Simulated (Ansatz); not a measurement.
**Scanning the volume in random rock-salt alloy of NbN and ZrN**

The script changes the volume step by step and solves each geometry.

Calculated with Ansatz 0.2.0; Kohn-Sham DFT, LDA, PAW set soft_1, plane waves.

**1. The structure**

The cell holds 64 atoms: 24 Zr, 32 N and 8 Nb. Its edges and angles: a = 9.060 Å, b = 9.060 Å, c = 9.060 Å, α = 90.0°, β = 90.0°, γ = 90.0°. Rock-salt NbN, 2 x 2 x 2 conventional cells, 24 of 32 Nb sites given to Zr at random (x = 0.750), lattice by Vegard's rule (a = 4.53 A); displaced by a Gaussian of 0.02 A.

**2. Script and output**

The script builds the cell with ASE, from fixed seeds where it draws at random, so the run can be repeated from this text alone. The 2×2×2 mesh is chosen so that along the periodic directions points times cell width come to 18.1 Å or more. A smearing of 0.05 eV is typed, narrow for a metal. The PAW files are read from a folder beside the script (Ansatz's set soft_1), and the density starts from superposed atoms. These files were made with PBE and serve the other functionals as an approximation. The atoms are relaxed first, so that the scan starts at or near a minimum at this cell. No cutoff is typed, so the potentials' recommended one is used (420 eV). The cell is scaled with the atoms at fixed fractional positions, and a Birch–Murnaghan curve is fitted.

Contents of scan.py:

```python
import time
import numpy as np
from ase.build import bulk
from ase.eos import EquationOfState
from ase.units import GPa
import ansatz as az

u = bulk('NbN', 'rocksalt', a=4.5302, cubic=True)
atoms = u.repeat([2, 2, 2])
rng = np.random.default_rng(250)
sites = rng.permutation([a.index for a in atoms if a.symbol == 'Nb'])
new = ['Zr'] * 24
for k, e in zip(sites, new): atoms[k].symbol = e
atoms.rattle(0.02, seed=250)
atoms.wrap()
print(atoms.get_chemical_formula(), "-", len(atoms), "atoms; cell", atoms.cell.cellpar().round(3))

def setup(atoms):
    return (
        az.Crystal.from_ase(atoms)
        .calculation()
        .functional("lda")
        .pseudopotentials("paw", azcp={"folder": "./paw"}, xc_functional="pbe")
        .kpoints(2, 2, 2)
        .occupations("fermi_dirac", width=0.05)
    )

def gap_of(report):
    e = np.concatenate(report["eigenvalues_ev"]); f = np.concatenate(report["occupations"])
    f = f / f.max()  # a half-filled level counts on both sides, so the gap is then zero
    return e[f > 0.3].max(), e[f < 0.7].min()

def relaxed(atoms):
    steps = []
    calc = setup(atoms).relax(force_tolerance=0.03, max_steps=51).forces()
    keep = lambda event: steps.append(event["data"]) if event["event"] == "relax_step" and event["data"].get("accepted", True) else None
    try:
        az.Session.from_yaml(calc.to_yaml()).plan(threads=4).execute(on_event=keep)
    except az.NonConvergedError as error:
        print("relaxation stopped at the step limit:", str(error).split(". ")[0])
    final = atoms.copy()
    final.set_cell(steps[-1].get("cell_ang", atoms.cell))
    final.positions = steps[-1]["positions_ang"]
    print(f"{len(steps)} steps, energy change {steps[-1]['lagrangian_ev'] - steps[0]['lagrangian_ev']:+.3f} eV, largest force component {steps[-1]['allowed_force_max_ev_ang']:.3f} eV/A", flush=True)
    return final

start = time.time()
start_cell = relaxed(atoms)
start_cell.set_constraint()
print(f"relaxed first, in {time.time() - start:.0f} s")

rows = []
for x in [0.91, 0.94, 0.97, 1, 1.03, 1.06, 1.09]:
    a = start_cell.copy()
    a.set_cell(a.cell[:] * x ** (1 / 3), scale_atoms=True)
    try:
        r = setup(a).forces().stress().band_table().run(threads=4).report
    except az.AnsatzError as error:
        print(x, 'failed:', str(error)[:110])
        continue
    print(x, f"F = {r['free_energy_ev']:.4f} eV after {r['n_iterations']} iterations", flush=True)
    homo, lumo = gap_of(r)
    rows.append((x, r['free_energy_ev'], np.sqrt(np.mean(np.square(r['forces_ev_ang']))), max(lumo - homo, 0), np.trace(r['stress_gpa']) / 3))
low = min(e for _, e, *_ in rows)
print("      V/V0  E - Emin (meV/atom)  rms force (eV/A)  gap (eV)  P (GPa)")
for x, e, f, gap, p in rows:
    print(f"{x:10.3f} {1000 * (e - low) / len(atoms):20.2f} {f:17.3f} {gap:9.3f} {p:8.2f}")
eos = EquationOfState([x * atoms.get_volume() for x, *_ in rows], [e for _, e, *_ in rows], "birchmurnaghan")
v0, e0, b0 = eos.fit()
print(f"fit with the ions carried along unrelaxed: V0 = {v0 / len(atoms):.3f} A^3/atom ({v0 / atoms.get_volume():.3f} of the start), B0 = {b0 / GPa:.1f} GPa")
```

The run is started by

```console
$ python scan.py
```

What it wrote:

```text
N32Nb8Zr24 - 64 atoms; cell [ 9.06  9.06  9.06 90.   90.   90.  ]
DeckWarning: basis.ecutwfc = 420 eV, auto-derived from the records' recommended cutoffs: set by Zr (normal level)
7 steps, energy change -0.617 eV, largest force component 0.020 eV/A
relaxed first, in 204 s
0.91 F = -145478.5857 eV after 11 iterations
0.94 F = -145480.6019 eV after 11 iterations
0.97 F = -145481.1263 eV after 11 iterations
1 F = -145480.3832 eV after 11 iterations
1.03 F = -145478.5613 eV after 11 iterations
1.06 F = -145475.8268 eV after 11 iterations
1.09 F = -145472.3180 eV after 11 iterations
      V/V0  E - Emin (meV/atom)  rms force (eV/A)  gap (eV)  P (GPa)
     0.910                39.70             0.049     0.000    20.51
     0.940                 8.19             0.032     0.000     8.84
     0.970                 0.00             0.016     0.000    -1.05
     1.000                11.61             0.004     0.000    -9.43
     1.030                40.08             0.013     0.000   -16.55
     1.060                82.80             0.025     0.000   -22.57
     1.090               137.63             0.035     0.000   -27.68
fit with the ions carried along unrelaxed: V0 = 11.233 A^3/atom (0.967 of the start), B0 = 298.1 GPa
```

Elapsed: 9.6 min, on 4 threads of Arm Neoverse V2, shared host; peak memory 5.8 GiB.

**3. Results**

| Item | Value |
| --- | --- |
| lowest point of the scan | 0.97 times the starting volume |
| energy range | 138 meV/atom |
| fitted volume | 11.233 Å³/atom |
| fitted bulk modulus, ions unrelaxed | 298.1 GPa |

The lowest of the points computed is at 0.97 times the starting volume; the scan spans 138 meV/atom. With the ions carried along unrelaxed the modulus tends to lie above the relaxed one. Bands overlap or touch in every run, so the cell is a metal at this level and any non-zero gap printed is a spacing between sampled levels. A metal needs a dense mesh, and this one wasn't tested.

[Logs are printed without paths, hosts, clocks, repeated set-up lines and the standing remarks that a program may print on its own settings, such as how far it seeks lower states.]

[Hosts, paths, dates, database ids (printed as entryN), source tags and the programs' standing remarks are cut or masked in the printed files.]

[Scripts of this kind were picked in part by their result: those with far moves, changed bonds, near-zero gaps or large misses at database cells are mostly left out.]
